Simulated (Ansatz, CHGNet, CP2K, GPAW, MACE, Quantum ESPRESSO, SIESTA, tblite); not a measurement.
# Running random packing of C68N32 (at. %) (79 atoms) with Quantum ESPRESSO

How do the settings of Quantum ESPRESSO change the result for random packing of C68N32 (at. %) (79 atoms)? A plane-wave run serves as the yardstick.

Method: the method is named at each step, in Quantum ESPRESSO 7.5.

### 1. Starting point

The cell holds 79 atoms: 54 C and 25 N. Cell: a = 8.889 Å, b = 8.889 Å, c = 8.889 Å, α = 90.0°, β = 90.0°, γ = 90.0°. 79 atoms (54 C, 25 N) packed at random in a cube at 2.36 g/cm³ and pushed apart as soft spheres; a start for melting by ab initio MD, not an equilibrated structure. Then every atom was moved at random, 0.02 Å r.m.s. a Cartesian component.

The yardstick, on the same geometry:

```
method                 : Kohn-Sham DFT, PBE, PAW, plane waves (Ansatz 0.2.0); cutoff 420 eV, Γ point, fermi-dirac smearing of 0.05 eV; PAW set soft_2
r.m.s. force component : 1.957 eV/Å
longest force          : 5.884 eV/Å
pressure               : -23.89 GPa
SCF cycles             : 9
time                   : 4.4 s on 8 threads of Arm Neoverse V2, shared host
CPU time               : 24 s
```

### 2. PBE, sssp-1.3.0-efficiency, 60/480 Ry

Method: Kohn-Sham DFT, PBE, SSSP efficiency 1.3.0 pseudopotentials, plane waves.

The input, pw.in:

```
&control
  calculation = 'scf'
  pseudo_dir = './pseudo'
  outdir = './tmp'
  disk_io = 'none'
  tprnfor = .true.
  tstress = .true.
/
&system
  ibrav = 0
  nat = 79
  ntyp = 2
  ecutwfc = 60
  ecutrho = 480
  nosym = .true.
  occupations = 'smearing'
  smearing = 'fd'
  degauss = 0.003675
/
&electrons
  conv_thr = 4.0e-07
  electron_maxstep = 100
  mixing_beta = 0.2
  mixing_mode = 'local-TF'
  diagonalization = 'david'
/
ATOMIC_SPECIES
C 12.011 C.upf
N 14.007 N.upf
CELL_PARAMETERS angstrom
8.88940 0.00000 0.00000
0.00000 8.88940 0.00000
0.00000 0.00000 8.88940
ATOMIC_POSITIONS crystal
C 0.72123 0.34128 0.08779
C 0.44391 0.75793 0.51234
C 0.52761 0.23174 0.46630
C 0.55701 0.51288 0.08372
C 0.33039 0.06713 0.28738
C 0.81274 0.10984 0.97678
C 0.68337 0.93093 0.69705
C 0.08994 0.77335 0.66374
C 0.13648 0.21605 0.92809
C 0.10986 0.29800 0.12476
C 0.56999 0.70672 0.64584
C 0.12241 0.58894 0.66372
C 0.07954 0.80486 0.21569
C 0.38414 0.02741 0.49020
C 0.83776 0.21881 0.65698
C 0.15830 0.96637 0.99318
C 0.51416 0.03981 0.12836
C 0.06794 0.22708 0.30390
C 0.24832 0.47758 0.39726
C 0.12406 0.42025 0.54627
C 0.17731 0.63540 0.13885
C 0.83958 0.31386 0.26108
C 0.81205 0.02484 0.55955
C 0.65921 0.28059 0.63634
C 0.83791 0.58975 0.55430
C 0.56924 0.26362 0.84094
C 0.82054 0.87462 0.18326
C 0.72748 0.11443 0.14685
C 0.38734 0.22650 0.15457
C 0.31278 0.65876 0.66964
C 0.98269 0.66407 0.99630
C 0.53812 0.85904 0.04362
C 0.80321 0.77988 0.69483
C 0.81782 0.45934 0.78940
C 0.19951 0.75204 0.97366
C 0.07013 0.40270 0.76209
C 0.18307 0.81783 0.39015
C 0.78305 0.64804 0.98238
C 0.68862 0.07009 0.42676
C 0.49844 0.44939 0.28963
C 0.71739 0.88581 0.36951
C 0.93803 0.45165 0.62665
C 0.41081 0.81974 0.19373
C 0.99961 0.55690 0.45478
C 0.43181 0.51712 0.56338
C 0.82115 0.21167 0.42523
C 0.82898 0.26990 0.86702
C 0.56995 0.53578 0.86405
C 0.31420 0.28672 0.82337
C 0.32495 0.94135 0.77184
C 0.71782 0.51837 0.25874
C 0.32360 0.11828 0.92014
C 0.36886 0.61085 0.13680
C 0.65001 0.10776 0.75383
N 0.25316 0.86427 0.57840
N 0.27689 0.32559 0.64143
[... 19 atom lines left out ...]
N 0.21231 0.46838 0.20912
N 0.72162 0.69445 0.40824
N 0.66812 0.36900 0.42412
N 0.05114 0.26052 0.63055
K_POINTS gamma
```

On the command line:

```
$ OMP_NUM_THREADS=1 mpirun -np 2 pw.x -in pw.in > output.txt
```

Output:

```text
Program PWSCF
     gamma-point specific algorithms are used
     Parallelization info
     sticks:   dense  smooth     PW     G-vecs:    dense   smooth      PW
     Min        5386    2696    675               421078   148912   18595
     Max        5387    2697    678               421083   148915   18598
     Sum       10773    5393   1353               842161   297827   37193
     bravais-lattice index     =            0
     lattice parameter (alat)  =      16.7985  a.u.
     unit-cell volume          =    4740.3886 (a.u.)^3
     number of atoms/cell      =           79
     number of atomic types    =            2
     number of electrons       =       341.00
     number of Kohn-Sham states=          205
     kinetic-energy cutoff     =      60.0000  Ry
     charge density cutoff     =     480.0000  Ry
     scf convergence threshold =      4.0E-07
     mixing beta               =       0.2000
     number of iterations used =            8  local-TF  mixing
     Exchange-correlation= PBE
                           (   1   4   3   4   0   0   0)
     crystal axes: (cart. coord. in units of alat)
               a(1) = (   1.000000   0.000000   0.000000 )
               a(2) = (   0.000000   1.000000   0.000000 )
               a(3) = (   0.000000   0.000000   1.000000 )
     reciprocal axes: (cart. coord. in units 2 pi/alat)
               b(1) = (  1.000000  0.000000  0.000000 )
               b(2) = (  0.000000  1.000000  0.000000 )
               b(3) = (  0.000000  0.000000  1.000000 )
     PseudoPot. # 1 for C :
     Pseudo is Projector augmented-wave + core cor, Zval =  4.0
     PseudoPot. # 2 for N :
     Pseudo is Ultrasoft + core correction, Zval =  5.0
     atomic species   valence    mass     pseudopotential
     C                 4.00    12.01100     C ( 1.00)
     N                 5.00    14.00700     N ( 1.00)
     No symmetry found
   Cartesian axes
     number of k points=     1  Fermi-Dirac smearing, width (Ry)=  0.0037
                       cart. coord. in units 2pi/alat
        k(    1) = (   0.0000000   0.0000000   0.0000000), wk =   2.0000000
     Dense  grid:   421081 G-vectors     FFT dimensions: ( 120, 120, 120)
     Smooth grid:   148914 G-vectors     FFT dimensions: (  90,  90,  90)
     Check: negative core charge=   -0.000002
     Initial potential from superposition of free atoms
     starting charge     340.9976, renormalised to     341.0000
     Starting wfcs are  316 randomized atomic wfcs
     Self-consistent Calculation
     iteration #  1     ecut=    60.00 Ry     beta= 0.20
     Threshold (ethr) on eigenvalues was too large:
     Diagonalizing with lowered threshold
     total energy              =   -1479.92223525 Ry
     estimated scf accuracy    <       2.70093217 Ry
     iteration #  2     ecut=    60.00 Ry     beta= 0.20
     total energy              =   -1479.76053895 Ry
     estimated scf accuracy    <       1.21025637 Ry
     iteration #  3     ecut=    60.00 Ry     beta= 0.20
     total energy              =   -1479.84042583 Ry
     estimated scf accuracy    <       0.25083518 Ry
     iteration #  4     ecut=    60.00 Ry     beta= 0.20
     total energy              =   -1479.85640089 Ry
     estimated scf accuracy    <       0.12343437 Ry
     iteration #  5     ecut=    60.00 Ry     beta= 0.20
     total energy              =   -1479.86139790 Ry
     estimated scf accuracy    <       0.05185451 Ry
     iteration #  6     ecut=    60.00 Ry     beta= 0.20
     total energy              =   -1479.86532552 Ry
     estimated scf accuracy    <       0.01365178 Ry
[...]
c_bands:  2 eigenvalues not converged
[...]
c_bands:  1 eigenvalues not converged
[...]
c_bands:  1 eigenvalues not converged
[...]
total energy              =   -1479.86811125 Ry
[...]
iteration # 16     ecut=    60.00 Ry     beta= 0.20
     total energy              =   -1479.86811182 Ry
     estimated scf accuracy    <       0.00000070 Ry
     iteration # 17     ecut=    60.00 Ry     beta= 0.20
     total energy              =   -1479.86811184 Ry
     estimated scf accuracy    <       0.00000093 Ry
     iteration # 18     ecut=    60.00 Ry     beta= 0.20
     End of self-consistent calculation
          k = 0.0000 0.0000 0.0000 ( 18597 PWs)   bands (ev):
   -13.6114 -13.1071 -12.4656 -12.3336 -11.7393 -11.3417 -10.9474 -10.8047
   -10.5112 -10.3716 -10.0337  -9.9013  -9.7135  -9.5403  -9.1774  -8.7455
    -8.6105  -8.3967  -8.3074  -8.1909  -8.0847  -7.7240  -7.6021  -7.4812
    -7.3688  -7.2722  -7.1919  -7.0861  -6.9139  -6.7511  -6.5807  -6.4302
    -6.3012  -6.0791  -5.6574  -5.3314  -5.3172  -5.0834  -4.9337  -4.8636
    -4.6451  -4.5932  -4.5372  -4.3180  -4.1776  -4.0599  -3.9808  -3.8078
[...]
7.1895   7.2118   7.2476   7.3333   7.3778   7.4570   7.5138   7.5776
     7.5881   7.6938   7.7983   7.8603   7.9319   7.9614   8.0495   8.1578
     8.1683   8.2206   8.2576   8.2932   8.3397   8.4854   8.5514   8.6117
     8.6275   8.7445   8.7733   8.8061   8.8713
     the Fermi energy is     6.8280 ev
!    total energy              =   -1479.86811195 Ry
     estimated scf accuracy    <       0.00000010 Ry
     smearing contrib. (-TS)   =      -0.02569714 Ry
     internal energy E=F+TS    =   -1479.84241482 Ry
     The total energy is F=E-TS. E is the sum of the following terms:
     one-electron contribution =     -48.26887359 Ry
     hartree contribution      =     215.40252573 Ry
     xc contribution           =    -360.12590178 Ry
     ewald contribution        =    -952.76545031 Ry
     one-center paw contrib.   =    -334.08471487 Ry
     convergence has been achieved in  18 iterations
     Forces acting on atoms (cartesian axes, Ry/au):
     atom    1 type  1   force =     0.03645043   -0.07781899    0.09891198
     atom    2 type  1   force =     0.05703466   -0.07899948    0.08703278
     atom    3 type  1   force =     0.20227186   -0.02131298    0.05740674
     atom    4 type  1   force =     0.01331570   -0.02236773    0.00163778
     atom    5 type  1   force =    -0.09854822    0.00268306   -0.04281050
     atom    6 type  1   force =    -0.04887637    0.03758212    0.03855054
[...]
atom   77 type  2   force =    -0.07856788    0.05460175   -0.02264598
     atom   78 type  2   force =    -0.07894752   -0.03647784   -0.01194005
     atom   79 type  2   force =    -0.00928974    0.11643626    0.05906384
     Total force =     1.169505     Total SCF correction =     0.000554
     Computing stress (Cartesian axis) and pressure
          total   stress  (Ry/bohr**3)                   (kbar)     P=     -241.37
  -0.00139465   0.00001584   0.00010379         -205.16        2.33       15.27
   0.00001584  -0.00200650   0.00007333            2.33     -295.17       10.79
   0.00010379   0.00007333  -0.00152133           15.27       10.79     -223.80
     Message from routine punch:
     Nothing written, as per user request (disk_io='none')
```

The job ended after 2.8 min (2 MPI ranks of Arm Neoverse V2, shared host; peak memory 1.7 GiB).

Banners, paths, timers and routine set-up lines are dropped from the logs unmarked, and long logs keep their key lines alone; longer cuts are marked.

Against the reference:

```
r.m.s. force component                  : 1.953 eV/Å
r.m.s. difference of force components   : 7.623 meV/Å
longest difference of force vectors     : 24.88 meV/Å
force difference over r.m.s. force      : 0.3895 %
slope of forces against the reference's : 0.998
correlation of force components         : 1
pressure                                : -24.14 GPa
pressure difference                     : -0.2469 GPa
```

Length of the force difference by element (eV/Å):

```csv
element,atoms,mean,most
C,54,0.011,0.025
N,25,0.013,0.025
```

Local excerpt of 10 atoms (numbers count through the whole input) about C52, picked at random; x, y, z are measured from there.

```csv
atom,x,y,z,distance (Å),Fx,Fy,Fz (eV/Å)
C52,0.00,0.00,0.00,0.00,-0.64,1.65,0.41
C49,-0.08,1.50,-0.86,1.73,-1.22,-0.59,-1.25
N63,0.52,-0.02,-1.73,1.81,-2.09,-1.94,3.07
N67,0.46,-1.79,0.32,1.88,-1.08,1.28,-2.36
C9,-1.66,0.87,0.07,1.88,0.75,-1.03,0.62
C50,0.01,-1.57,-1.32,2.05,2.88,1.37,-1.57
C16,-1.47,-1.35,0.65,2.10,1.44,-0.54,2.22
C29,0.57,0.96,2.08,2.36,0.52,-4.62,0.78
C17,1.69,-0.70,1.85,2.60,2.34,1.07,0.01
C26,2.18,1.29,-0.70,2.63,1.88,-1.41,-3.05
```

Forces lie 0.39 % from the reference's, at 14 times its CPU time (on 2 against 8 cores).

### 3. PBE, gbrv-1.5, 40/200 Ry

Method: Kohn-Sham DFT, PBE, GBRV 1.5 ultrasoft pseudopotentials, plane waves.

The pseudopotential files are exchanged too: ./pseudo now holds the set gbrv-pbe-1.5.

pw.in, as its differences from that of step 2:

```diff
@@ -12,4 +12,4 @@
   ntyp = 2
-  ecutwfc = 60
-  ecutrho = 480
+  ecutwfc = 40
+  ecutrho = 200
   nosym = .true.
```

Output:

```text
[banner, memory and clock lines left out]
Program PWSCF
     gamma-point specific algorithms are used
     bravais-lattice index     =            0
     lattice parameter (alat)  =      16.7985  a.u.
     unit-cell volume          =    4740.3886 (a.u.)^3
     number of atoms/cell      =           79
     number of atomic types    =            2
     number of electrons       =       341.00
     number of Kohn-Sham states=          205
     kinetic-energy cutoff     =      40.0000  Ry
[... lines left out ...]
     scf convergence threshold =      4.0E-07
[... lines left out ...]
     number of k points=     1  Fermi-Dirac smearing, width (Ry)=  0.0037
[... lines left out ...]
     total energy              =   -1103.18803205 Ry
[... lines left out ...]
     total energy              =   -1103.04157525 Ry
[... lines left out ...]
     total energy              =   -1103.09442916 Ry
[... lines left out ...]
     c_bands:  1 eigenvalues not converged
[... lines left out ...]
     total energy              =   -1103.10583199 Ry
[... lines left out ...]
     total energy              =   -1103.10583242 Ry
[... lines left out ...]
   -13.5959 -13.0916 -12.4487 -12.3172 -11.7221 -11.3215 -10.9281 -10.7857
   -10.4923 -10.3505 -10.0141  -9.8801  -9.6935  -9.5200  -9.1556  -8.7237
    -8.5877  -8.3754  -8.2860  -8.1673  -8.0620  -7.7012  -7.5798  -7.4574
[...]
7.6057   7.7115   7.8146   7.8785   7.9505   7.9789   8.0673   8.1762
     8.1867   8.2395   8.2758   8.3117   8.3576   8.5024   8.5694   8.6296
     8.6457   8.7627   8.7914   8.8243   8.8867
     the Fermi energy is     6.8458 ev
!    total energy              =   -1103.10583282 Ry
     estimated scf accuracy    <       0.00000018 Ry
     smearing contrib. (-TS)   =      -0.02569473 Ry
     internal energy E=F+TS    =   -1103.08013809 Ry
     The total energy is F=E-TS. E is the sum of the following terms:
     one-electron contribution =     -60.38425016 Ry
     hartree contribution      =     215.10253240 Ry
     xc contribution           =    -305.03296981 Ry
     ewald contribution        =    -952.76545052 Ry
     convergence has been achieved in  16 iterations
     Forces acting on atoms (cartesian axes, Ry/au):
     atom    1 type  1   force =     0.03615053   -0.07793404    0.09857158
     atom    2 type  1   force =     0.05691799   -0.07905992    0.08698938
     atom    3 type  1   force =     0.20240385   -0.02211756    0.05750006
[...]
atom   78 type  2   force =    -0.07894866   -0.03635983   -0.01170253
     atom   79 type  2   force =    -0.00966644    0.11666399    0.05898258
     Total force =     1.170111     Total SCF correction =     0.000636
     Computing stress (Cartesian axis) and pressure
          total   stress  (Ry/bohr**3)                   (kbar)     P=     -240.54
  -0.00138843   0.00001648   0.00010438         -204.24        2.42       15.36
   0.00001648  -0.00200181   0.00007427            2.42     -294.48       10.93
   0.00010438   0.00007427  -0.00151533           15.36       10.93     -222.91
     Message from routine punch:
     Nothing written, as per user request (disk_io='none')
```

Elapsed: 48 s, on 2 MPI ranks; peak memory 0.58 GiB; 96 s of CPU time.

Numbers from this run, and their distance from the reference:

| Quantity | Value |
| --- | --- |
| r.m.s. force component | 1.954 eV/Å |
| r.m.s. difference of force components | 11.89 meV/Å |
| longest difference of force vectors | 53.23 meV/Å |
| force difference over r.m.s. force | 0.6076 % |
| slope of forces against the reference's | 0.9985 |
| correlation of force components | 1 |
| pressure | -24.05 GPa |
| pressure difference | -0.1635 GPa |

Against the first run (0.39 %), the force difference from the reference is 0.61 %, at 0.28 times the CPU time.

(Continued in part 2 of 2.)

[Also dropped from logs without a mark: logging warnings of Python, and SIESTA's first energy breakdown and zero terms.]

[Logs are printed without paths, hosts, clocks, repeated set-up lines and the standing remarks that a program may print on its own settings, such as how far it seeks lower states.]

[Hosts, paths, dates, database ids (printed as entryN), source tags and the programs' standing remarks are cut or masked in the printed files.]
